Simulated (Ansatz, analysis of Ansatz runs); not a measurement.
# Can an added electron hop between Cr atoms in CrAsO4 (Pnma)?, part 2 of 2

Question: does an added electron stay on the Cr atom where it is started in CrAsO4 (Pnma), and if so, how high is the barrier for a hop to another Cr site nearby? Model: a cell of 48 host atoms.

Ansatz 0.2.0; plane-wave PAW DFT, PBEsol+U; relaxation of all atoms of a supercell at fixed charge in a uniform background; PAW set soft_1.

So far. Step 3 (The electron on the first site): The largest changes of the moments are -0.62 μB on Cr6, -0.03 μB on O37 and -0.03 μB on O34. The largest part sits on the chosen site. Step 4 (The electron on the second site): The largest changes of the moments are -0.62 μB on Cr8, -0.03 μB on O36 and -0.03 μB on O39. The largest part sits on the chosen site.

## (5) Points on the line between the two structures

All atoms move on the straight line between the two relaxed structures, 3.04 amu^1/2 Å long in mass-weighted terms. Each point starts from the state of the point before, once from either end, so that both localised states can be followed; the midpoint is also started with the carrier shared.

File A.x0500/input.yaml:

```yaml
crystal:
  lattice:
    - [7.0e-08, 6.27739175, 4.76251965]
    - [9.01674211, 1.0e-07, 4.76251965]
    - [9.01674217, 6.27739185, 0.0]
  atoms:
    - { symbol: Cr, position: [0.250365, 0.749784, 0.249171], spin: 3.0 }
    - { symbol: Cr, position: [0.749589, 0.250608, 0.750241], spin: 3.0 }
[... 10 atom lines left out ...]
    - { symbol: As, position: [0.201098, 0.275693, 0.540614] }
[... 2 atom lines left out ...]
    - { symbol: As, position: [0.771613, 0.205774, 0.4777] }
[... 9 atom lines left out ...]
    - { symbol: O, position: [0.609935, 0.220498, 0.410501] }
    - { symbol: O, position: [0.212696, 0.11638, 0.75737] }
[... 9 atom lines left out ...]
    - { symbol: O, position: [0.336839, 0.480857, 0.397052] }
[... 10 atom lines left out ...]
    - { symbol: O, position: [0.644501, 0.262384, 0.609886] }
total_charge: -1
basis:
  ecutwfc: 420
  xc_grid: 2
hamiltonian:
  xc: pbesol
  hubbard:
    sites: [{ species: Cr, l: d, u_eff: 4.5 }]
    projectors: ortho-atomic
  pseudopotentials: { kind: paw, azcp: { folder: soft_1 }, xc_functional: pbe }
kpoints:
  mp_grid: { grid: [1, 1, 1] }
magnetization:
  spin_polarized: true
  initial_magnetization: -1
  spin_locking: { lock_magnetization: hard }
scf:
  occupations: { method: fermi_dirac, width: 0.01 }
  max_iter: 120
  lower_state_search: "off"
output:
  forces: true
  eigenvalues: true
  eigenstates: { localisation: true }
  write_density: true
  write_potential: true
  volumetric_format: npy
checkpoint:
  read: "../A.x0375.run"
  write: "../A.x0500.run"
  compress: false
  write_wavefunctions: true
  write_every: 100000
```

Command:

```sh
ansatz run input.yaml --threads 8 --pin off --max-ram 18841MiB --backend cpu --events-out ev --progress --plain --runs-dir out
```

Elapsed: 8.5 s, on 8 threads of Arm Neoverse V2, shared host; peak memory 1.2 GiB.

States next to the filling edge at the first k-point, on the run's own zero (eigenstates.tsv). The participation number counts the atoms that a state is spread over, of 48; bands count from 0.

| spin | band | energy (eV) | occupation | participation | largest share on | share |
| --- | --- | --- | --- | --- | --- | --- |
| down | 207 | 7.048 | 1.00 | 14.8 | Cr6 | 0.17 |
| down | 208 | 7.064 | 1.00 | 9.9 | Cr6 | 0.24 |
| down | 209 | 7.135 | 1.00 | 10.5 | Cr8 | 0.25 |
| down | 210 | 7.549 | 1.00 | 7.1 | Cr6 | 0.26 |
| down | 211 | 7.582 | 1.00 | 6.2 | Cr8 | 0.28 |
| down | 212 | 9.674 | 1.00 | 4.6 | Cr8 | 0.32 |
| down | 213 | 9.787 | 0.00 | 4.6 | Cr6 | 0.33 |
| down | 214 | 10.205 | 0.00 | 5.1 | Cr7 | 0.33 |
| down | 215 | 10.347 | 0.00 | 5.2 | Cr7 | 0.33 |
| down | 216 | 10.655 | 0.00 | 3.3 | Cr5 | 0.54 |
| down | 217 | 10.691 | 0.00 | 4.2 | Cr7 | 0.47 |
| up | 206 | 6.928 | 1.00 | 17.3 | Cr2 | 0.11 |
| up | 207 | 6.943 | 1.00 | 20.1 | O28 | 0.08 |
| up | 208 | 6.945 | 1.00 | 25.6 | O17 | 0.08 |
| up | 209 | 7.038 | 1.00 | 24.6 | Cr3 | 0.06 |
| up | 210 | 7.442 | 1.00 | 10.4 | O22 | 0.14 |
| up | 211 | 7.443 | 1.00 | 10.3 | O24 | 0.15 |
| up | 212 | 10.294 | 0.00 | 10.4 | Cr3 | 0.15 |
| up | 213 | 10.418 | 0.00 | 5.8 | Cr3 | 0.29 |
| up | 214 | 10.422 | 0.00 | 5.9 | Cr1 | 0.28 |
| up | 215 | 10.551 | 0.00 | 14.3 | Cr2 | 0.13 |
| up | 216 | 10.807 | 0.00 | 13.8 | Cr1 | 0.14 |

Under PBEsol+U (4.5 eV) at the zone centre alone, the highest filled state is spin down, spread over 5 of 48 atoms, and the lowest empty one, 0.11 eV above it, is spin down, spread over 5 of 48 atoms.

Spin density in the ac plane at fractional y = 0.250, through the centre, with atoms of Cr and As and O within 0.45 Å of it.

Values in e/Å³, 13 rows by 16 columns, each cell a mean:
```
0.0 0.0 0.0 0.0 0.0 0.0 0.0 0.0 0.0 0.0 0.0 0.0 0.0 0.0 0.0 0.0
0.0 0.0 0.0 0.0 0.0 0.0 0.0 0.0 0.0 0.0 0.0 0.1 0.0 0.0 0.0 0.0
0.0 0.0 0.0 0.0 0.0 0.0 0.0 0.0 0.0 0.0 0.3 1.4 1.0 0.2 0.0 0.0
0.0 0.0 0.0 0.0 0.0 0.0 0.0 0.0 0.0 0.0 0.2 1.1 2.4 0.9 0.1 0.0
0.0 0.0 0.0 0.0 0.0 0.0 0.0 0.0 0.0 0.0 0.0 0.0 0.1 0.1 0.0 0.0
0.0 0.0 0.0 0.0 0.0 0.0 0.0 0.0 0.0 0.0 0.0 0.0 0.0 0.0 0.0 0.0
0.0 0.0 0.0 0.0 0.0 0.0 0.0 0.0 0.0 0.0 0.0 0.0 0.0 0.0 0.0 0.0
0.0 0.0 0.0 0.0 0.0 0.0 0.0 0.0 0.0 0.0 0.0 0.0 0.0 0.0 0.0 0.0
0.0 0.0 0.2 0.4 0.1 0.0 0.0 0.0 0.0 0.0 0.0 0.0 0.0 0.0 0.0 0.0
0.0 0.0 0.3 2.1 2.6 0.7 0.1 0.0 0.0 0.0 0.0 0.0 0.0 0.0 0.0 0.0
0.0 0.0 0.1 0.3 0.9 0.5 0.1 0.0 0.0 0.0 0.0 0.0 0.0 0.0 0.0 0.0
0.0 0.0 0.0 0.0 0.0 0.0 0.0 0.0 0.0 0.0 0.0 0.0 0.0 0.0 0.0 0.0
0.0 0.0 0.0 0.0 0.0 0.0 0.0 0.0 0.0 0.0 0.0 0.0 0.0 0.0 0.0 0.0
```
Columns run along a (7.9 Å), rows up along c (11.0 Å). Atoms in or near the plane, at fractional coordinates: Cr at (0.75, 0.75), Cr at (0.25, 0.25), As at (0.29, 0.95), As at (0.72, 0.02), As at (0.20, 0.54), As at (0.77, 0.48), O at (0.88, 0.09), O at (0.61, 0.41), O at (0.86, 0.89), O at (0.64, 0.61).

Electrostatic potential energy in the ac plane at fractional y = 0.250, through the centre, with atoms of Cr and As and O within 0.45 Å of it. With pseudopotentials it is smooth inside the atoms' cores, unlike the true potential.

Ten even steps from '_' (-27 eV) to '@' (14 eV), each cell a mean:
```
@@@@%%**--##@@**==##%%@@@@@@%%**==--==##%%@@
@@@@@@##==**@@@@++++****%%@@@@%%##::__::##@@
@@@@@@@@##==++**====**++**%%%%%%%%::____::%%
@@@@@@@@@@%%**++++**%%%%%%##**++++**::__..##
@@@@@@@@@@@@@@%%%%%%%%@@%%**::____::++####@@
@@@@@@@@@@@@@@@@@@@@@@@@%%##::__::__..**%%@@
@@@@@@@@@@@@@@@@@@@@@@@@@@%%**..__..__==%%@@
%%%%####%%%%@@@@@@@@@@@@**--==++--::::++%%%%
%%**======**%%@@@@@@@@@@==____..############
++++==##%%++++%%@@@@@@@@##::____==%%@@@@##==
####==##@@@@==++%%@@@@@@@@##==::++##%%@@@@%%
@@%%##==**##====%%@@@@@@@@%%++--====**%%@@@@
@@@@@@##++====**%%@@@@@@####++==%%%%++++%%@@
@@@@@@@@%%##**%%@@@@@@##::..::--**@@##==**%%
%%@@@@%%%%%%##%%@@@@@@%%::____::======--++##
##%%##**++**##%%@@@@@@@@##--::==%%##******==
**%%**::____::**%%@@@@@@@@@@%%@@@@@@@@%%%%**
@@%%##::__::__::**%%@@@@@@@@@@@@@@@@@@@@@@@@
@@@@%%++......__==%%%%%%@@@@@@@@@@@@@@@@@@@@
@@@@@@%%**--..::++%%##++**%%%%%%@@%%****%%@@
@@@@@@@@%%######%%%%%%++==++====**++____::%%
@@@@@@%%####%%%%@@@@@@%%##====**++==::____++
@@@@@@%%##**##%%@@@@@@@@%%++==%%@@++==++==##
@@@@%%**======++##@@@@@@@@%%++==**++==##%%@@
```
Columns run along a (7.9 Å; values clipped at the 3rd and 97th percentile), rows up along c (11.0 Å). Atoms in or near the plane, at fractional coordinates: Cr at (0.75, 0.75), Cr at (0.25, 0.25), As at (0.29, 0.95), As at (0.72, 0.02), As at (0.20, 0.54), As at (0.77, 0.48), O at (0.88, 0.09), O at (0.61, 0.41), O at (0.86, 0.89), O at (0.64, 0.61).

Valence density in the ac plane at fractional y = 0.250, through the centre, with atoms of Cr and As and O within 0.45 Å of it. It is the smooth field of the valence electrons, not physical close to the nuclei.

Ten steps, logarithmic in the rise over the least value, from '_' (0 e/Å³) to '@' (25 e/Å³), each cell a mean:
```
______..--##%%**--::::....____..------::..__
________::**@@@@++------::..__..::==++++::__
________..--****==::------::....::==**##++::
________....::::::....::::::::::::--++**++--
__________........______....==****==::::::..
__________________________..==##@@%%++::..__
______....______________....::++%%%%**::..__
..__....::....________..--====----====::....
::::::----::..________..==****++::....::----
------##%%++::..________::++****--..__..--==
--::--##@@%%==..__________::====--::____..::
......--**##==..__________..::--==--..______
______..::----..______::--::::==##%%++..____
________::----::..__..--++++==--**%%**--....
..______..::--::..____::++****==--====----::
--......::::::....______::==++==::....::--==
--::..--****==::__________..::::..____..::--
......==##@@%%++..________________________..
______::++%%%%**::..::::..________....______
______..::==++==::::--==--::..__..::----::__
______..::::........::--==--::::::--++**++::
..____::----::..______::::--==**++--==****==
..____..::--::..________..::==##%%++----==--
______..::----::..__________::==**++::......
```
Columns run along a (7.9 Å), rows up along c (11.0 Å). Atoms in or near the plane, at fractional coordinates: Cr at (0.75, 0.75), Cr at (0.25, 0.25), As at (0.29, 0.95), As at (0.72, 0.02), As at (0.20, 0.54), As at (0.77, 0.48), O at (0.88, 0.09), O at (0.61, 0.41), O at (0.86, 0.89), O at (0.64, 0.61).

Free energies from the first end:

| started from | fraction | energy (eV) | moment change on Cr6 (μB) | on Cr8 (μB) |
| --- | --- | --- | --- | --- |
| first site | 0 | 0.000 | -0.62 | -0.01 |
| first site | 0.125 | 0.022 | -0.60 | -0.03 |
| first site | 0.25 | 0.078 | -0.56 | -0.09 |
| first site | 0.375 | 0.131 | -0.46 | -0.22 |
| first site | 0.5 | 0.150 | -0.34 | -0.35 |
| first site | 0.625 | 0.133 | -0.21 | -0.46 |
| second site | 0.875 | 0.022 | -0.02 | -0.60 |
| second site | 0.75 | 0.081 | -0.08 | -0.56 |
| second site | 0.625 | 0.133 | -0.21 | -0.46 |
| second site | 0.5 | 0.150 | -0.34 | -0.35 |
| second site | 0.375 | 0.131 | -0.46 | -0.22 |
| shared | 0.5 | 0.150 | -0.34 | -0.35 |
| second site | 1 | 0.000 | 0.00 | -0.62 |

## (6) Outcome

| Property | Result |
| --- | --- |
| distance of the two sites without the carrier | 5.10 Å |

In words: The highest point of the line lies 0.15 eV above the first end, but there the electron is shared along a chain of sites and their images, so this is no barrier of a single pair, which may be higher, and the image-charge term need not cancel. The second site lies about half a repeat away: the first meets it and its image at 5.10 and 5.10 Å, so the cell models a chain, and nothing is concluded on the coupling of a single pair. A shorter hop, 3.14 Å to Cr1 (opposite spin), was not computed. No run compares the localised electron with one spread in the band, so its binding is unknown. The magnetic order was assumed and need not be the ground state. The total moment is locked, so a carrier of the other spin direction was not tried. The program's search for lower electronic states was switched off in all runs, so that each state is followed; none is shown to be the lowest at its structure. No image-charge correction is applied; it nearly cancels along the line while the charge stays localised. What this leaves open: sampling at the zone centre alone can move energies of charged and open-shell states by tenths of an eV or more in cells of this size; the images are only 7.9 Å apart; gap and trapping depend on the U chosen (Cr d 4.5 eV).

[Logs are printed without paths, hosts, clocks, repeated set-up lines and the standing remarks that a program may print on its own settings, such as how far it seeks lower states.]

[Hosts, paths, dates, database ids (printed as entryN), source tags and the programs' standing remarks are cut or masked in the printed files.]
